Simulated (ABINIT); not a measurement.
## Tellurium (P3_121, 3 atoms a cell): G0W0 in ABINIT against the bands in the self-energy

How does the gap of Tellurium (P3_121, 3 atoms a cell) converge in the bands in the self-energy?

Main program and level: ABINIT 10.8.3; PBE and many-body steps on it, plane waves.

The database entry behind the starting cell differs from later determinations by our own check (inner coordinate of an old entry), so it need not match the best structure at ambient conditions.

## 1. The structure

The structure is trigonal, space group P3_121 (No. 152). The conventional cell has a = 4.454 Å, b = 4.454 Å, c = 5.924 Å, α = 90.00°, β = 90.00°, γ = 120.00°. Nearest to Te lie 2 Te at 2.86 Å.

The cell and positions come from the Crystallography Open Database and are kept as given unless a step says otherwise. Spin-orbit coupling is left out unless a step names it.

## 2. Screening, 3×3×2 mesh, 327 bands, screening to 217.7 eV

This step: ABINIT 10.8.3; RPA screening on PBE, plane waves, norm-conserving pseudopotentials.

The RPA dielectric matrix is built and inverted for each q.

File run.abi:

```
acell 3*1.0 Angstrom
rprim 
  4.454000000025 -0.000000000006 0.000000000000
  -2.227000000008 3.857277148481 0.000000000000
  0.000000000000 0.000000000000 5.924000000000
ntypat 1
znucl 52
natom 3
typat 1 1 1
xred 
  0.269000000000 0.000000000000 0.333333333333
  0.000000000000 0.269000000000 0.666666666667
  0.731000000000 0.731000000000 -0.000000000000
pp_dirpath "pseudos"
pseudos "Te.upf"
ecut 34
ngkpt 3 3 2
nshiftk 1
shiftk 0 0 0
kptopt 1
chksymbreak 0
istwfk *1
occopt 1
irdwfk 1
optdriver 3
nband 327
ecuteps 8
inclvkb 2
awtr 1
symchi 1
indata_prefix "in"
outdata_prefix "out"
tmpdata_prefix "tmp"
```

Launch:

```
OMP_NUM_THREADS=1 mpirun -n 4 abinit run.abi > log
```

Output:

```text
.Version 10.8.3 of ABINIT. v10.8.2 released Aug 2026.

 Symmetries : space group P3_1 2 1 (#152); Bravais hP (primitive hexag.)
[... echo of the input left out ...]
== DATASET  1 ==================================================================
-   mpi_nproc: 4, omp_nthreads: 1 (-1 if OMP is not activated)

--- !DatasetInfo
iteration_state: {dtset: 1, }
dimensions: {natom: 3, nkpt: 6, mband: 327, nsppol: 1, nspinor: 1, nspden: 1, mpw: 6557, }
cutoff_energies: {ecut:  34.0, pawecutdg:  -1.0, }
electrons: {nelect:   4.80000000E+01, charge:   0.00000000E+00, occopt:   1.00000000E+00, tsmear:   1.00000000E-02, }

 SCREENING: Calculation of the susceptibility and dielectric matrices

 Based on a program developped by R.W. Godby, V. Olevano, G. Onida, and L. Reining.
 Incorporated in ABINIT by V. Olevano, G.-M. Rignanese, and M. Torrent.
.Using double precision arithmetic ; gwpc =  8

[... cell and pseudopotentials left out ...]
--------------------------------------------------------------------------------

 ==== K-mesh for the wavefunctions ====
 Number of points in the irreducible wedge :     6
[... list of points left out ...]
 Together with  6 symmetry operations and time-reversal symmetry
 yields    18 points in the full Brillouin Zone.

 ==== Q-mesh for the screening function ====
 Number of points in the irreducible wedge :     6
[... list of points left out ...]
 Together with  6 symmetry operations and time-reversal symmetry
 yields    18 points in the full Brillouin Zone.

 setmesh: FFT mesh size selected  =    30x   30x   45
          total number of points  =        40500

 vcoul_init : cutoff-mode = AUXILIARY_FUNCTION
 q-points for optical limit:   1
     1)      0.000010    0.000020    0.000030

- screening: taking advantage of time-reversal symmetry
- Maximum band index for partially occupied states nbvw = 24
- Remaining bands to be divided among processors   nbcw = 303
- Number of bands treated by each node ~75

 Number of electrons calculated from density =   48.0000; Expected =   48.0000
 average of density, n =  0.069887
 r_s =    1.5060
 omega_plasma =   25.5009 [eV]

 calculating chi0 at frequencies [eV] :
  1    0.000000E+00    0.000000E+00
  2    0.000000E+00    2.550086E+01

--------------------------------------------------------------------------------
  q-point number  1        q = ( 0.000000, 0.000000, 0.000000) [r.l.u.]
--------------------------------------------------------------------------------
[... chi0 elements left out ...]
 For q-point:  0.000010 0.000020 0.000030
  dielectric constant =   1.65969E+03
  dielectric constant without local fields =   2.09902E+03

  Average fulfillment of the sum rule on Im[epsilon] for q-point    1 :    110.48  [%]
[... wings left out ...]
  q-point number  2        q = ( 0.333333, 0.000000, 0.000000) [r.l.u.]
--------------------------------------------------------------------------------
[... chi0 elements left out ...]
  Average fulfillment of the sum rule on Im[epsilon] for q-point    2 :    121.43  [%]

 [... 4 further q-points ...]
```

Elapsed: 4.1 min, on 4 MPI ranks of Arm Neoverse V1, shared host; peak memory 2.1 GiB; 16 min of CPU time.

Numbers from this step:

| Quantity | Value |
| --- | --- |
| ε∞ with local fields, on this mesh, along the program's q direction | 1660 |
| the same without local fields | 2099 |
| plasma frequency | 25.50 eV |
| plane waves in the screening matrix | 747 |

Local fields lower ε∞ by 21 %. The value itself is an artefact of the mesh, where one narrow direct gap carries too much weight.

## 3. 32 bands

This step: G0W0 on PBE, plane waves, norm-conserving pseudopotentials.

Edit run.abi of step 2 so:

```diff
@@ -24,8 +24,17 @@
 irdwfk 1
-optdriver 3
-nband 327
+optdriver 4
+nband 32
+gwcalctyp 0
+ecutsigx 34
+symsigma 1
+nkptgw 2
+kptgw 
+  0.3333333333 0.3333333333 0.5000000000
+  0.0000000000 0.0000000000 0.0000000000
+bdgw 
+  23 27
+  22 26
 ecuteps 8
-inclvkb 2
-awtr 1
-symchi 1
+irdscr 1
+ppmodel 1
 indata_prefix "in"
```

Output:

```text
.Version 10.8.3 of ABINIT. v10.8.2 released Aug 2026.

 Symmetries : space group P3_1 2 1 (#152); Bravais hP (primitive hexag.)
[... echo of the input left out ...]
== DATASET  1 ==================================================================
-   mpi_nproc: 4, omp_nthreads: 1 (-1 if OMP is not activated)

--- !DatasetInfo
iteration_state: {dtset: 1, }
dimensions: {natom: 3, nkpt: 6, mband: 32, nsppol: 1, nspinor: 1, nspden: 1, mpw: 6557, }
cutoff_energies: {ecut:  34.0, pawecutdg:  -1.0, }
electrons: {nelect:   4.80000000E+01, charge:   0.00000000E+00, occopt:   1.00000000E+00, tsmear:   1.00000000E-02, }

 SIGMA: Calculation of the GW corrections

 Based on a program developped by R.W. Godby, V. Olevano, G. Onida, and L. Reining.
 Incorporated in ABINIT by V. Olevano, G.-M. Rignanese, and M. Torrent.
.Using double precision arithmetic ; gwpc =  8

[... cell and pseudopotentials left out ...]
--------------------------------------------------------------------------------

 ==== K-mesh for the wavefunctions ====
 Number of points in the irreducible wedge :     6
[... list of points left out ...]
 Together with  6 symmetry operations and time-reversal symmetry
 yields    18 points in the full Brillouin Zone.

 ==== Q-mesh for screening function ====
 Number of points in the irreducible wedge :     6
[... list of points left out ...]
 Together with  6 symmetry operations and time-reversal symmetry
 yields    18 points in the full Brillouin Zone.

 vcoul_init : cutoff-mode = AUXILIARY_FUNCTION
 q-points for optical limit:   1
     1)      0.000010    0.000020    0.000030
 setmesh: FFT mesh size selected  =    40x   40x   60
          total number of points  =        96000

 Number of electrons calculated from density =   48.0000; Expected =   48.0000
 average of density, n =  0.069887
 r_s =    1.5060
 omega_plasma =   25.5009 [eV]

 === KS Band Gaps ===
  >>>> For spin  1
   Minimum direct gap =   0.1738 [eV], located at k-point      :   0.3333  0.3333  0.5000
   Fundamental gap    =   0.1738 [eV], Top of valence bands at :   0.3333  0.3333  0.5000
                                       Bottom of conduction at :   0.3333  0.3333  0.5000
 SIGMA fundamental parameters:
 PLASMON POLE MODEL  1
 number of plane-waves for SigmaX                 6557
 number of plane-waves for SigmaC and W            747
 number of plane-waves for wavefunctions          6557
 number of bands                                    32
 number of independent spin polarizations            1
 number of spinorial components                      1
 number of k-points in IBZ                           6
 number of q-points in IBZ                           6
 number of symmetry operations                       6
 number of k-points in BZ                           18
 number of q-points in BZ                           18
 number of frequencies for dSigma/dE                 9
 frequency step for dSigma/dE [eV]                0.25
 number of omega for Sigma on real axis              0
 max omega for Sigma on real axis  [eV]           0.00
 zcut for avoiding poles [eV]                     0.10

 EPSILON^-1 parameters (SCR file):
 dimension of the eps^-1 matrix on file            747
 dimension of the eps^-1 matrix used               747
 number of plane-waves for wavefunctions          6557
 number of bands                                   327
 number of q-points in IBZ                           6
 number of frequencies                               2
 number of real frequencies                          1
 number of imag frequencies                          1

 matrix elements of self-energy operator (all in [eV])

 Perturbative Calculation

--- !SelfEnergy_ee
iteration_state: {dtset: 1, }
kpoint     : [   0.333,    0.333,    0.500, ]
spin       : 1
KS_gap     :    0.174
QP_gap     :    0.433
Delta_QP_KS:    0.259
data: !SigmaeeData |
     Band     E0 <VxcDFT>   SigX SigC(E0)      Z dSigC/dE  Sig(E)    E-E0       E
       23   4.683 -12.381 -14.438   3.064   0.811  -0.233 -11.564   0.817   5.501
       24   4.683 -12.381 -14.438   3.064   0.811  -0.233 -11.564   0.817   5.501
       25   4.857 -11.885  -9.305  -1.255   0.813  -0.231 -10.808   1.077   5.934
       26   6.003 -11.851  -9.094  -1.304   0.815  -0.226 -10.666   1.185   7.189
       27   6.003 -11.851  -9.094  -1.304   0.815  -0.226 -10.666   1.185   7.189

--- !SelfEnergy_ee
iteration_state: {dtset: 1, }
kpoint     : [   0.000,    0.000,    0.000, ]
spin       : 1
KS_gap     :    1.861
QP_gap     :    2.282
Delta_QP_KS:    0.421
data: !SigmaeeData |
     Band     E0 <VxcDFT>   SigX SigC(E0)      Z dSigC/dE  Sig(E)    E-E0       E
       22   3.007 -11.477 -14.257   3.524   0.798  -0.252 -10.884   0.593   3.601
       23   3.007 -11.477 -14.257   3.524   0.798  -0.252 -10.884   0.593   3.601
       24   3.836 -11.708 -14.430   3.567   0.804  -0.243 -11.028   0.679   4.515
       25   5.696 -12.128  -9.580  -1.189   0.810  -0.235 -11.027   1.100   6.796
       26   5.696 -12.128  -9.580  -1.189   0.810  -0.235 -11.027   1.100   6.796

== END DATASET(S) ==============================================================
================================================================================

 -outvars: echo values of variables after computation  --------
           etotal      0.0000000000E+00
            nband          32
             nkpt           6
          spgroup         152
 [... the other variables as echoed above ...]

 Calculation completed.
```

Elapsed: 17 s, on 4 MPI ranks; peak memory 1.4 GiB.

This step gave:

```yaml
g0w0_gap_on_the_points_computed: 0.4330 eV
starting_gap_on_the_mesh: 0.1739 eV
k_of_the_valence_top: 0.3333, 0.3333, 0.5
k_of_the_conduction_bottom: 0.3333, 0.3333, 0.5
z_at_the_valence_top: 0.811
z_at_the_conduction_bottom: 0.813
least_direct_g0w0_gap_on_the_computed_points: 0.4330 eV
```

## 4. 33 bands

Edit run.abi of step 3 so:

```diff
@@ -25,3 +25,3 @@
 optdriver 4
-nband 32
+nband 33
 gwcalctyp 0
```

Output:

```text
.Version 10.8.3 of ABINIT. v10.8.2 released Aug 2026.

 Symmetries : space group P3_1 2 1 (#152); Bravais hP (primitive hexag.)
[... echo of the input left out ...]
== DATASET  1 ==================================================================
-   mpi_nproc: 4, omp_nthreads: 1 (-1 if OMP is not activated)

--- !DatasetInfo
iteration_state: {dtset: 1, }
dimensions: {natom: 3, nkpt: 6, mband: 33, nsppol: 1, nspinor: 1, nspden: 1, mpw: 6557, }
cutoff_energies: {ecut:  34.0, pawecutdg:  -1.0, }
electrons: {nelect:   4.80000000E+01, charge:   0.00000000E+00, occopt:   1.00000000E+00, tsmear:   1.00000000E-02, }

 SIGMA: Calculation of the GW corrections

 Based on a program developped by R.W. Godby, V. Olevano, G. Onida, and L. Reining.
 Incorporated in ABINIT by V. Olevano, G.-M. Rignanese, and M. Torrent.
.Using double precision arithmetic ; gwpc =  8

[... cell and pseudopotentials left out ...]
--------------------------------------------------------------------------------

 ==== K-mesh for the wavefunctions ====
 Number of points in the irreducible wedge :     6
[... list of points left out ...]
 Together with  6 symmetry operations and time-reversal symmetry
 yields    18 points in the full Brillouin Zone.

 ==== Q-mesh for screening function ====
 Number of points in the irreducible wedge :     6
[... list of points left out ...]
 Together with  6 symmetry operations and time-reversal symmetry
 yields    18 points in the full Brillouin Zone.

 vcoul_init : cutoff-mode = AUXILIARY_FUNCTION
 q-points for optical limit:   1
     1)      0.000010    0.000020    0.000030
 setmesh: FFT mesh size selected  =    40x   40x   60
          total number of points  =        96000

 Number of electrons calculated from density =   48.0000; Expected =   48.0000
[...]
number of omega for Sigma on real axis              0
 max omega for Sigma on real axis  [eV]           0.00
 zcut for avoiding poles [eV]                     0.10

 EPSILON^-1 parameters (SCR file):
 dimension of the eps^-1 matrix on file            747
 dimension of the eps^-1 matrix used               747
 number of plane-waves for wavefunctions          6557
 number of bands                                   327
 number of q-points in IBZ                           6
 number of frequencies                               2
 number of real frequencies                          1
 number of imag frequencies                          1

 matrix elements of self-energy operator (all in [eV])

 Perturbative Calculation

--- !SelfEnergy_ee
iteration_state: {dtset: 1, }
kpoint     : [   0.333,    0.333,    0.500, ]
spin       : 1
KS_gap     :    0.174
QP_gap     :    0.447
Delta_QP_KS:    0.273
data: !SigmaeeData |
     Band     E0 <VxcDFT>   SigX SigC(E0)      Z dSigC/dE  Sig(E)    E-E0       E
       23   4.683 -12.381 -14.438   2.983   0.809  -0.235 -11.631   0.750   5.433
       24   4.683 -12.381 -14.438   2.983   0.809  -0.235 -11.631   0.750   5.433
       25   4.857 -11.885  -9.305  -1.318   0.811  -0.233 -10.861   1.023   5.880
[...]
--- !SelfEnergy_ee
iteration_state: {dtset: 1, }
kpoint     : [   0.000,    0.000,    0.000, ]
spin       : 1
KS_gap     :    1.861
QP_gap     :    2.321
Delta_QP_KS:    0.460
data: !SigmaeeData |
     Band     E0 <VxcDFT>   SigX SigC(E0)      Z dSigC/dE  Sig(E)    E-E0       E
[...]
25   5.696 -12.128  -9.580  -1.240   0.809  -0.237 -11.070   1.057   6.754
       26   5.696 -12.128  -9.580  -1.240   0.809  -0.237 -11.070   1.057   6.754

== END DATASET(S) ==============================================================
================================================================================

 -outvars: echo values of variables after computation  --------
           etotal      0.0000000000E+00
            nband          33
             nkpt           6
          spgroup         152
 [... the other variables as echoed above ...]

 Calculation completed.
```

Wall time 19 s (4 MPI ranks); peak memory 1.4 GiB.

Numbers from this step:

- G0W0 gap on the points computed: 0.4470 eV
- starting gap on the mesh: 0.1739 eV
- k of the valence top: 0.3333, 0.3333, 0.5
- k of the conduction bottom: 0.3333, 0.3333, 0.5
- Z at the valence top: 0.809
- Z at the conduction bottom: 0.811
- least direct G0W0 gap on the computed points: 0.4470 eV

## 5. 51 bands

Edit run.abi of step 4 so:

```diff
@@ -25,3 +25,3 @@
 optdriver 4
-nband 33
+nband 51
 gwcalctyp 0
```

Output:

```text
.Version 10.8.3 of ABINIT. v10.8.2 released Aug 2026.

 Symmetries : space group P3_1 2 1 (#152); Bravais hP (primitive hexag.)
[... echo of the input left out ...]
== DATASET  1 ==================================================================
-   mpi_nproc: 4, omp_nthreads: 1 (-1 if OMP is not activated)

--- !DatasetInfo
iteration_state: {dtset: 1, }
dimensions: {natom: 3, nkpt: 6, mband: 51, nsppol: 1, nspinor: 1, nspden: 1, mpw: 6557, }
cutoff_energies: {ecut:  34.0, pawecutdg:  -1.0, }
electrons: {nelect:   4.80000000E+01, charge:   0.00000000E+00, occopt:   1.00000000E+00, tsmear:   1.00000000E-02, }

 SIGMA: Calculation of the GW corrections

 Based on a program developped by R.W. Godby, V. Olevano, G. Onida, and L. Reining.
 Incorporated in ABINIT by V. Olevano, G.-M. Rignanese, and M. Torrent.
.Using double precision arithmetic ; gwpc =  8

[... cell and pseudopotentials left out ...]
--------------------------------------------------------------------------------

 ==== K-mesh for the wavefunctions ====
 Number of points in the irreducible wedge :     6
[... list of points left out ...]
 Together with  6 symmetry operations and time-reversal symmetry
 yields    18 points in the full Brillouin Zone.

 ==== Q-mesh for screening function ====
 Number of points in the irreducible wedge :     6
[... list of points left out ...]
 Together with  6 symmetry operations and time-reversal symmetry
 yields    18 points in the full Brillouin Zone.

 vcoul_init : cutoff-mode = AUXILIARY_FUNCTION
 q-points for optical limit:   1
     1)      0.000010    0.000020    0.000030
 setmesh: FFT mesh size selected  =    40x   40x   60
          total number of points  =        96000

 Number of electrons calculated from density =   48.0000; Expected =   48.0000
[...]
number of omega for Sigma on real axis              0
 max omega for Sigma on real axis  [eV]           0.00
 zcut for avoiding poles [eV]                     0.10

 EPSILON^-1 parameters (SCR file):
 dimension of the eps^-1 matrix on file            747
 dimension of the eps^-1 matrix used               747
 number of plane-waves for wavefunctions          6557
 number of bands                                   327
 number of q-points in IBZ                           6
 number of frequencies                               2
 number of real frequencies                          1
 number of imag frequencies                          1

 matrix elements of self-energy operator (all in [eV])

 Perturbative Calculation

--- !SelfEnergy_ee
iteration_state: {dtset: 1, }
kpoint     : [   0.333,    0.333,    0.500, ]
spin       : 1
KS_gap     :    0.174
QP_gap     :    0.449
Delta_QP_KS:    0.275
data: !SigmaeeData |
     Band     E0 <VxcDFT>   SigX SigC(E0)      Z dSigC/dE  Sig(E)    E-E0       E
       23   4.683 -12.381 -14.438   2.135   0.795  -0.259 -12.318   0.063   4.746
       24   4.683 -12.381 -14.438   2.135   0.795  -0.259 -12.318   0.063   4.746
       25   4.857 -11.885  -9.305  -2.155   0.796  -0.256 -11.547   0.338   5.195
[...]
--- !SelfEnergy_ee
iteration_state: {dtset: 1, }
kpoint     : [   0.000,    0.000,    0.000, ]
spin       : 1
KS_gap     :    1.861
QP_gap     :    2.248
Delta_QP_KS:    0.387
data: !SigmaeeData |
     Band     E0 <VxcDFT>   SigX SigC(E0)      Z dSigC/dE  Sig(E)    E-E0       E
[...]
25   5.696 -12.128  -9.580  -2.140   0.792  -0.262 -11.805   0.323   6.019
       26   5.696 -12.128  -9.580  -2.140   0.792  -0.262 -11.805   0.323   6.019

== END DATASET(S) ==============================================================
================================================================================

 -outvars: echo values of variables after computation  --------
           etotal      0.0000000000E+00
            nband          51
             nkpt           6
          spgroup         152
 [... the other variables as echoed above ...]

 Calculation completed.
```

It took 26 s on 4 MPI ranks; peak memory 1.4 GiB.

Numbers from this step:

| Item | Value |
| --- | --- |
| G0W0 gap on the points computed | 0.4490 eV |
| starting gap on the mesh | 0.1739 eV |
| k of the valence top | 0.3333, 0.3333, 0.5 |
| k of the conduction bottom | 0.3333, 0.3333, 0.5 |
| Z at the valence top | 0.795 |
| Z at the conduction bottom | 0.796 |
| least direct G0W0 gap on the computed points | 0.4490 eV |

(Part 1 of 2 ends here.)

[Paths, hosts, dates, memory and timing lines, banners, echoed tables and standing remarks are left out of the program output.]

[Logs are printed without paths, hosts, clocks, repeated set-up lines and the standing remarks that a program may print on its own settings, such as how far it seeks lower states.]

[Runs of the session that timed out or met a known fault of the program may be left out.]

[Hosts, paths, dates, database ids (printed as entryN), source tags and the programs' standing remarks are cut or masked in the printed files.]

[G0W0 gaps are taken among the corrected bands and points alone; a level outside them can change the order at an edge.]

[Where Ansatz stands beside ABINIT at settings called matched, ABINIT's density can come from a denser mesh and the files from another edition; pairs whose starting gaps differed by over 0.03 eV were left out, so agreement reads better than it is.]
